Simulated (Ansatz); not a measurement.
**Computing U for Ce in CeSiPt3**

Linear response gives U from how a shell's filling answers a small shift of its potential. The runs below do this for CeSiPt3.

Program: Ansatz 0.2.0. Level of theory: functionals named at each step; plane waves, U on orthogonalised atomic orbitals unless named otherwise, collinear spin, no spin–orbit coupling. Results are calculated unless marked as measured.

In doubt: a part-filled 4f shell, where there is one, can sit in one of many states, so energies may not be the lowest and differences between runs may mislead; too few empty bands were carried (step 4), so the values of those runs are not to be relied on.

## (1) Set-up

It takes space group P4mm (No. 99, tetragonal). Conventional cell: a = 4.077 Å, b = 4.077 Å, c = 5.493 Å, α = 90.00°, β = 90.00°, γ = 90.00°. Nearest to Ce lie 4 Pt at 2.97 Å and 4 Si at 3.29 Å. Si has 6 Pt at 2.30 to 3.19 Å and 4 Ce at 3.29 Å nearest. Nearest to Pt lie 2 Si at 2.39 Å. Nearest to Pt lie 1 Si at 2.30 Å and 4 Pt at 2.82 Å and 4 Ce at 2.97 Å. Farther neighbours are not listed.

The cell comes from a database of computed structures, and need not be the one that the compound takes in experiment.

Open 4f shells have many stationary orbital fillings and no spin–orbit coupling acts here, so energy differences of a few meV can stem from the filling and not from the order.

## (2) Choosing the state

The response depends on the magnetic state, so a state is chosen first, with a typed U.

2 starts were run under PBE with U = 6.12 eV on Ce f, ortho-atomic projectors; the lowest per atom is taken, and its run is shown. Energies are taken at zero occupation width.

File input.yaml:

```yaml
crystal:
  lattice:
    - [4.07683441, 0.0, 0.0]
    - [0.0, 4.07683441, 0.0]
    - [0.0, 0.0, 5.49257428]
  atoms:
    - { symbol: Ce, position: [0.5, 0.5, 0.7217771], spin: 1.0 }
    - { symbol: Si, position: [0.0, 0.0, 0.01082112] }
    - { symbol: Pt, position: [0.5, 0.0, 0.23775441] }
    - { symbol: Pt, position: [0.0, 0.5, 0.23775441] }
    - { symbol: Pt, position: [0.0, 0.0, 0.59229295] }
magnetization:
  spin_polarized: true
kpoints:
  mp_grid: { grid: [7, 7, 6] }
hamiltonian:
  xc: pbe
  hubbard:
    sites: [{ species: Ce, l: f, u_eff: 6.12 }]
    projectors: ortho-atomic
scf:
  occupations: { method: fermi_dirac, width: 0.1 }
output:
  eigenvalues: true
```

On the command line:

```
$ ansatz run input.yaml --threads 4 --pin off --max-ram 8192MiB --backend cpu --events-out ev --progress --plain --runs-dir out
```

Numbers of over 12 decimals in the logs are rounded to 6 here.

The program printed:

```text
band count auto-derived: 45 (N_el = 70.0; filled up to band 35; 43 by the electrons, moments and atoms)
Engine: ansatz 0.2.0, x86_64-unknown-linux-gnu
Pseudopotentials: kind: paw
Pseudopotential: Ce, paw, valence charge 12, recommended cutoff 420 eV (normal), Ce.paw.azcp
Pseudopotential: Si, paw, valence charge 4, recommended cutoff 420 eV (normal), Si.paw.azcp
Pseudopotential: Pt, paw, valence charge 18, recommended cutoff 420 eV (normal), Pt.paw.azcp
Functional definition: PBE
  parameter kappa = 0.804
  parameter beta = 0.066725
  exchange = pbe_x(kappa = kappa, mu = beta*pi^2/3)
  correlation = pbe_c(beta = beta)
Crystal: 5 atoms, lattice volume = 91.290 Å³
Basis set: ecut = 420 eV, 1811 PW (Γ)
Bands: 51, of which v1, the nominal top of the filled ones, is band 35 counted from 1 (34 counted from 0)
Symmetry: 8 space group operations
Space group: P4mm (ITA 99), of the structure as read, at distance tolerance 4.5e-5 Å
Magnetic group: BNS 99.163 (UNI 823), of the structure as read, at distance tolerance 4.5e-5 Å
k-points: 40 of 294 (time reversal used)
Non-local potential: Ce, projectors of the file, l = 0: 3, l = 1: 2, l = 2: 2, l = 3: 3
Non-local potential: Si, projectors of the file, l = 0: 2, l = 1: 2, l = 2: 2
Non-local potential: Pt, projectors of the file, l = 0: 3, l = 1: 2, l = 2: 2, l = 3: 1
PAW form: soft (Blöchl's): semilocal exchange-correlation on the pseudo side does not see the compensation charge
PAW one-centre angular grid: Ce, 590 points (default); XC on 64 Gauss nodes
PAW one-centre angular grid: Si, 110 points (default); XC on 64 Gauss nodes
[...]
Magnetization: 1.0527 μB (35.5263 up, 34.4737 down)
Absolute magnetization: 1.0857 μB (∫|ρ↑−ρ↓|, with the PAW one-centre terms)
Spin contamination: 0.0913 ħ² per cell (⟨S²⟩ above its minimum at these occupations)
Per-site moments (μB) at R_I (Å): [(0.984853, 1.224791), (-0.000385735, 0.948254), (-0.00113792, 0.985588), (-0.00113792, 0.985588), (-0.000450433, 0.948254)]
Free energy (F): -44784.870135 eV
Harris-Foulkes:  -44784.870135 eV  (|F-HF|=8.69e-9)
Internal energy: -44784.796945 eV  (E = F + TS)
E sigma→0 (E₀):  -44784.833540 eV
Entropy (-TS):   -0.073190 eV (-14.638 meV/atom)
Fermi energy:    18.013566 eV
--- Per-component energies (eV) ---
  E_band       = -610.495768
  E_kinetic    = 2332.403780
  E_local      = -6754.567898  (includes V_loc(G=0)·N_el)
  E_nonlocal   = 584.313773
  E_hartree    = 2637.412265
  E_xc         = -1068.302587
  E_vxc        = -1208.991531  (∫ρ·V_xc dr)
  E_hubbard    = 0.326983  (on-site DFT+U / exact-exchange correction)
  E_vhub       = -2.698790  (the Hubbard potential's part of the band-sum identity)
  E_paw        = -34355.345980  (= ΣΔE_a)
  E_vpaw       = -835.781309  (= ΣTr[D̂ρ^β])
  E_aug_tail   = 0.000641  (compensation charges beyond the density's cutoff)
  E_ewald      = -8161.037922
  E_smearing   = -0.073190  (= −TS)
  E_closure    = 0.000000  (closes the sum)
  Σ components = -44784.870135   (vs F -44784.870135, Δ=0.00e0)
--- Band table (eV; the first three rows and the last of 80) ---
  k-point 0 ↑: bands = [... 31 lower, 16.0982, 16.3353, 16.4570, 17.6225, 18.2588, 18.2588, 19.8665, 21.2874, ... 12 higher]
  k-point 1 ↑: bands = [... 31 lower, 16.0679, 16.3600, 16.9003, 17.6226, 18.5082, 18.5082, 19.8419, 21.1822, ... 12 higher]
  k-point 2 ↑: bands = [... 31 lower, 15.9265, 16.2569, 17.6226, 17.7806, 18.7833, 18.7833, 19.7991, 21.2561, ... 12 higher]
  k-point 39 ↓: bands = [... 31 lower, 16.0482, 16.0631, 17.1745, 17.7980, 17.9574, 18.9423, 19.4017, 21.9445, ... 12 higher]
Occupation matrices written to <dir>
[key lines of the parts left out:]
SCF converged after 17 iterations (9 of them in the search for the orbital order of the open f shells)
```

Run time: 30 s. Hardware: 4 threads of Intel Xeon Platinum 8488C (Sapphire Rapids), shared host; peak memory 0.71 GiB; 1.8 min of CPU time.

```csv
start,atoms,final state,energy (meV an atom)
parallel +,5,ferromagnetic,0.0
"compensated q=(0,1/2,1/2) +−",10,antiferromagnetic,2.7
```

Spin moment in the sphere by atom:

```csv
atom,spin moment in the sphere (μB)
Ce1,0.985
Si2,0.000
Pt3,-0.001
Pt4,-0.001
Pt5,0.000
```

Spin density of the compensated q=(0,1/2,1/2) +− start:

Spin density in the bc plane at fractional x = 0.000, with atoms of Si and Pt within 0.2 Å of it.

Values in units of 1e-3 e/Å³, 10 rows by 16 columns, each cell a mean:
```
 0.0  0.2  0.3 -0.1 -0.5 -0.4  0.0  0.2  0.0 -0.2 -0.3  0.2  0.5  0.4 -0.1 -0.2
 0.0  0.0  0.0 -0.4 -1.1 -1.6 -1.1 -0.4  0.0  0.0  0.0  0.4  1.1  1.6  1.1  0.4
 0.1 -0.1  0.0  0.0 -0.3 -0.9 -1.0 -0.7 -0.1  0.1  0.0  0.0  0.3  0.9  1.0  0.7
 0.6 -0.8 -0.4  0.2  1.0 -0.4 -1.0 -1.1 -0.6  0.8  0.3 -0.2 -1.0  0.4  1.0  1.1
 0.3  0.2  1.4  0.8 -1.6 -0.8 -0.3 -0.5 -0.4 -0.2 -1.4 -0.9  1.6  0.8  0.3  0.5
-1.6 -1.4 -0.5 -0.3 -0.1  0.3  0.3  0.9  1.6  1.4  0.5  0.3  0.1 -0.3 -0.3 -0.8
-0.7  0.3 -0.4 -0.1 -0.1  0.0  0.1  0.2  0.7 -0.3  0.4  0.1  0.1  0.0 -0.1 -0.2
 0.1  0.3 -0.6  0.2  0.1  0.0  0.0  0.0 -0.1 -0.3  0.6 -0.2 -0.1  0.0  0.0  0.0
 0.3  0.2 -1.6 -1.6  0.2  0.4  0.2 -0.1 -0.3 -0.2  1.6  1.6 -0.2 -0.4 -0.2  0.1
 0.2  0.8  1.0  1.2  1.2  0.9  0.7  0.1 -0.2 -0.8 -1.0 -1.2 -1.1 -0.9 -0.7 -0.1
```
Columns run along b (8.2 Å), rows up along c (6.8 Å). Atoms in or near the plane, at fractional coordinates: Si at (0.99, 0.01), Si at (0.49, 0.01), Pt at (0.13, 0.24), Pt at (0.63, 0.24), Pt at (0.70, 0.59), Pt at (0.20, 0.59).

## (3) PBE

A run without U, to see what the plain functional makes of this start.

input.yaml, the sections that differ from step 2:

```yaml
crystal:
  lattice:
    - [4.07683441, 0.0, 0.0]
    - [0.0, 4.07683441, 0.0]
    - [0.0, 0.0, 5.49257428]
  atoms:
    - { symbol: Ce, position: [0.5, 0.5, 0.7217771], spin: 1.1 }
    - { symbol: Si, position: [0.0, 0.0, 0.01082112] }
    - { symbol: Pt, position: [0.5, 0.0, 0.23775441] }
    - { symbol: Pt, position: [0.0, 0.5, 0.23775441] }
    - { symbol: Pt, position: [0.0, 0.0, 0.59229295] }
kpoints:
  mp_grid: { grid: [8, 8, 6] }
hamiltonian:
  xc: pbe
# magnetization, scf, output: as in step 2
```

The program printed:

```text
[...]
Crystal: 5 atoms, lattice volume = 91.290 Å³
Basis set: ecut = 420 eV, 1811 PW (Γ)
Bands: 45, of which v1, the nominal top of the filled ones, is band 35 counted from 1 (34 counted from 0)
Symmetry: 8 space group operations
[...]
k-points: 60 of 384 (time reversal used)
[...]
Starting moments: Σ|m| = 1.1 μB on 1 of 5 sites
[...]
SCF iter   1: F=—  HF=-44792.876234 eV  |F-HF|=—  |Δ(HF+E_count)|=         —  Δρ=9.08e-2 (↑9.08e-2 ↓9.00e-2)  dr2=3.94e1  dr2_m=4.15e-1  M=0.142 μB ∫|m|=0.261 μB  β_m=0.30  ethr=3.10e-3  ⟨swp⟩=5.0  Hψ=19269  notcnv=0
[...]
SCF iter  15: F=-44785.799336 eV  HF=-44785.799336 eV  |F-HF|=1.86e-9  |Δ(HF+E_count)|=   3.50e-9  Δρ=8.18e-7 (↑8.18e-7 ↓3.82e-7)  dr2=1.91e-9  dr2_m=4.48e-11  M=0.448 μB ∫|m|=0.490 μB  ethr=5.92e-12  ⟨swp⟩=1.6  Hψ=15340  notcnv=0
SCF 1 converged in 15 iterations: F = -44785.799336 eV  dr2 = 1.91e-9
[...]
SCF converged after 15 iterations
Magnetization: 0.4477 μB (35.2239 up, 34.7761 down)
Absolute magnetization: 0.4903 μB (∫|ρ↑−ρ↓|, with the PAW one-centre terms)
[...]
Per-site moments (μB) at R_I (Å): [(0.409728, 1.224791), (0.00024961, 0.948254), (-0.00293351, 0.985588), (-0.00293351, 0.985588), (-0.012770, 0.948254)]
Free energy (F): -44785.799336 eV
[...]
Internal energy: -44785.589860 eV  (E = F + TS)
E sigma→0 (E₀):  -44785.694598 eV
Entropy (-TS):   -0.209476 eV (-41.895 meV/atom)
Fermi energy:    17.924696 eV
[...]
--- Band table (eV; the first three rows and the last of 120) ---
  k-point 0 ↑: bands = [... 31 lower, 16.2813, 16.3069, 17.5568, 17.6758, 17.6758, 18.0338, 18.2548, 18.2548, ... 6 higher]
  k-point 1 ↑: bands = [... 31 lower, 16.2315, 16.8540, 17.5568, 17.8306, 17.8306, 18.0921, 18.2793, 18.2793, ... 6 higher]
  k-point 2 ↑: bands = [... 31 lower, 16.1839, 17.5568, 17.7337, 18.0181, 18.0181, 18.1853, 18.3265, 18.3265, ... 6 higher]
  k-point 59 ↓: bands = [... 31 lower, 16.0086, 16.1160, 17.4890, 17.4890, 17.9476, 18.4120, 18.4120, 18.5870, ... 6 higher]
```

It took 16 s on 4 threads; peak memory 0.66 GiB.

Numbers from this step:

- magnetization: 0.448 μB
- final state: ferromagnetic
- largest moment: 0.41 μB

## (4) PBE, one cell

The cheapest recipe shifts the site in the one cell.

Edit input.yaml of step 3 so:

```diff
@@ -14,5 +14,8 @@
 kpoints:
-  mp_grid: { grid: [8, 8, 6] }
+  mp_grid: { grid: [7, 7, 5] }
 hamiltonian:
   xc: pbe
+  hubbard:
+    sites: [{ species: Ce, l: f, u_eff: linear-response }]
+    projectors: ortho-atomic
 scf:
```

The program printed:

```text
[...]
davidson cushion auto → off  (block headroom 7 ≥ Hubbard manifold empty extent 7; pin scf.eigensolver.cushion to override)
LR-U cycle 1: input U_eff = [0.000] eV
Crystal: 5 atoms, lattice volume = 91.290 Å³
Basis set: ecut = 420 eV, 1811 PW (Γ)
Bands: 43, of which v1, the nominal top of the filled ones, is band 35 counted from 1 (34 counted from 0)
Symmetry: 8 space group operations
[...]
k-points: 30 of 245 (time reversal used)
[...]
Starting moments: Σ|m| = 1.1 μB on 1 of 5 sites
[...]
iter 1 solved again at ethr=5.08e-2 eV; its pass at ethr=1.00e-1 eV (dr2=3.56e1 eV) is discarded
[...]
SCF iter  11: F=—  HF=-44785.796678 eV  |F-HF|=—  |Δ(HF+E_count)|=   3.51e-4  Δρ=1.22e-3 (↑1.16e-3 ↓1.22e-3)  dr2=1.37e-4  dr2_m=1.14e-3  M=0.501 μB ∫|m|=0.545 μB  β_m=0.30  ethr=1.37e-5  ⟨swp⟩=2.6  Hψ=5154  notcnv=0
[...]
spin-set hold released at iteration 11 (site moments contracting): the magnetisation degrees of freedom join the quasi-Newton model from the next iteration; the mixer history was flushed
SCF iter  12: F=—  HF=-44785.797296 eV  |F-HF|=—  |Δ(HF+E_count)|=   6.17e-4  Δρ=1.59e-3 (↑1.59e-3 ↓8.77e-4)  dr2=1.74e-3  dr2_m=1.04e-3  M=0.486 μB ∫|m|=0.530 μB  β_m=0.30  ethr=1.95e-7  ⟨swp⟩=6.4  Hψ=8026  notcnv=0
[...]
SCF iter  27: F=-44785.797984 eV  HF=-44785.797984 eV  |F-HF|=2.91e-11  |Δ(HF+E_count)|=  4.37e-11  Δρ=1.50e-8 (↑1.50e-8 ↓1.04e-8)  dr2=6.09e-13  dr2_m=9.28e-15  M=0.448 μB ∫|m|=0.484 μB  ethr=1.54e-12 (applied; sched 1.00e-12)  ⟨swp⟩=2.0  Hψ=5100  notcnv=0
the highest band holds 3.787e-3 of 1 at k-index 29 (spin ↑), k = (0.4286, 0.4286, 0.4000), over the threshold 1e-3 (by scf.eigensolver.empty_state_threshold) — raise scf.n_extra_bands (try 50 bands in all)
SCF 1 converged in 27 iterations: F = -44785.797984 eV  dr2 = 6.09e-13
[...]
Starting moments: Σ|m| = 1.1 μB on 1 of 5 sites; this step starts from the density that it was given
[...]
SCF 2 converged in 14 iterations: F = -44785.783498 eV  dr2 = 2.20e-13
LR-U cycle 1: largest |computed − input| of the U and V asked for = 5.4821 eV
LR-U result after 1 cycle(s), on one cell, whose images are shifted too, at d_alpha = 0.0125 eV:
  orbit [0]: n₀ = 1.1599, χ₀ = -1.4164 eV⁻¹, χ = -0.1616 eV⁻¹, U = 5.482 eV (written back: yes)
Signs of the perturbation — each orbit's converged response is one sign's alone; on orbit [0], the minus sign is not solved: the plus sign's trace and free energy read its response alike
[...]
spin-set hold released at iteration 15 (site moments' squared step at or under half its running peak, from the soft ceiling on): the magnetisation degrees of freedom join the quasi-Newton model from the next iteration; the mixer history was flushed
[...]
SCF 3 converged in 33 iterations: F = -44783.817104 eV  dr2 = 1.63e-8
Symmetry: 4 space group operations
k-points: 48 of 245 (time reversal used)
[...]
SCF 4 converged in 8 iterations: F = -44784.875685 eV  dr2 = 1.19e-8
[...]
SCF 5 converged in 9 iterations: F = -44784.702157 eV  dr2 = 3.70e-9
[...]
eigensolver tolerance schedule: the retry pair's looser diagonalisation over-reported the residual by 8634.34 of it (diagonalisation noise at 0.73 of the residual, at the tolerance the schedule requests for it); recorded, not acted on — ethr = c·dr2/N_el stays at c = 1.0e-1
[...]
SCF 6 converged in 3 iterations: F = -44784.875685 eV  dr2 = 1.18e-9
Symmetry: 2 space group operations
k-points: 72 of 245 (time reversal used)
[...]
this SCF's setup event announced max_iter 4: a cap that the engine derives, which gives way to 197 iterations because this look along open shells stands lower than the state that it set out from. From here on the SCF can send more iterations than it announced.
[...]
SCF 7 converged in 11 iterations: F = -44784.890212 eV  dr2 = 3.36e-9
[...]
SCF 8 converged in 2 iterations: F = -44784.890212 eV  dr2 = 1.47e-9
Symmetry: 1 space group operations
k-points: 123 of 245 (time reversal used)
[...]
SCF 9 converged in 4 iterations: F = -44784.890212 eV  dr2 = 7.73e-8
an SCF along what the orbitals of the run's state read of its open shells (or to have them read: on a GPU, or by another smearing), with 7 of the crystal's symmetry operations given up (123 k-points in place of 30), reached no lower state that the run goes on to. This is no proof of a minimum
SCF converged after 2 iterations
Stability not told: the SCF's own minimisation came to no verdict on its close; the lowest value that the minimisation read is 1.7e-2 (residual 1.3e-4): no lower mode is shown, and none is ruled out
Magnetization: 1.0607 μB (35.5304 up, 34.4696 down)
Absolute magnetization: 1.0929 μB (∫|ρ↑−ρ↓|, with the PAW one-centre terms)
[...]
Per-site moments (μB) at R_I (Å): [(0.988409, 1.224791), (1.1830879487807489e-5, 0.948254), (-0.00052667, 0.985588), (-0.000526915, 0.985588), (0.000512104, 0.948254)]
Free energy (F): -44784.890212 eV
[...]
Internal energy: -44784.812686 eV  (E = F + TS)
E sigma→0 (E₀):  -44784.851449 eV
Entropy (-TS):   -0.077526 eV (-15.505 meV/atom)
Fermi energy:    18.022145 eV
[...]
--- Band table (eV; the first three rows and the last of 144) ---
  k-point 0 ↑: bands = [... 31 lower, 16.0651, 16.3355, 16.3933, 17.6232, 18.2480, 18.2480, 19.7156, 21.1894, ... 4 higher]
  k-point 1 ↑: bands = [... 31 lower, 15.8820, 16.2858, 17.0958, 17.6232, 18.5741, 18.5741, 19.7178, 21.1172, ... 4 higher]
  k-point 2 ↑: bands = [... 31 lower, 15.6009, 16.2410, 17.6232, 17.9853, 18.8129, 18.8129, 19.7204, 21.1312, ... 4 higher]
  k-point 71 ↓: bands = [... 31 lower, 16.0119, 16.0915, 16.8204, 17.9923, 18.0776, 18.9533, 19.1936, 21.5905, ... 4 higher]
Occupation matrices written to <dir>
```

Elapsed: 7.2 min, on 4 threads; peak memory 2.7 GiB.

The response of each shell:

```csv
site,electrons,χ₀ (1/eV),χ (1/eV),U (eV)
Ce1,1.160,-1.416,-0.1616,5.48
```

For Ce1 the on-site elements alone give 1/χ₀ − 1/χ = 5.48 eV, the inverses of the full matrices 5.48 eV, and the program reports 5.48 eV. The state, moments and gap printed next belong to the closing SCF at this U.

Read from the output:

- magnetization: 1.061 μB
- final state: ferromagnetic
- largest moment: 0.988 μB

U on Ce is 5.48 eV. All images of the site are shifted together here, so the value is not converged.

The run warns that the state on which the response was measured is in doubt.

[end of part 1 of 2]

[Logs and program files are shortened in this print: banners, set-up blocks, solver, clock and traceback lines can be left out without a mark of their own.]

[Logs are printed without paths, hosts, clocks, repeated set-up lines and the standing remarks that a program may print on its own settings, such as how far it seeks lower states.]

[Hosts, paths, dates, database ids (printed as entryN), source tags and the programs' standing remarks are cut or masked in the printed files.]

[Where a cell is said to come from a database of computed structures, the database is the Materials Project.]
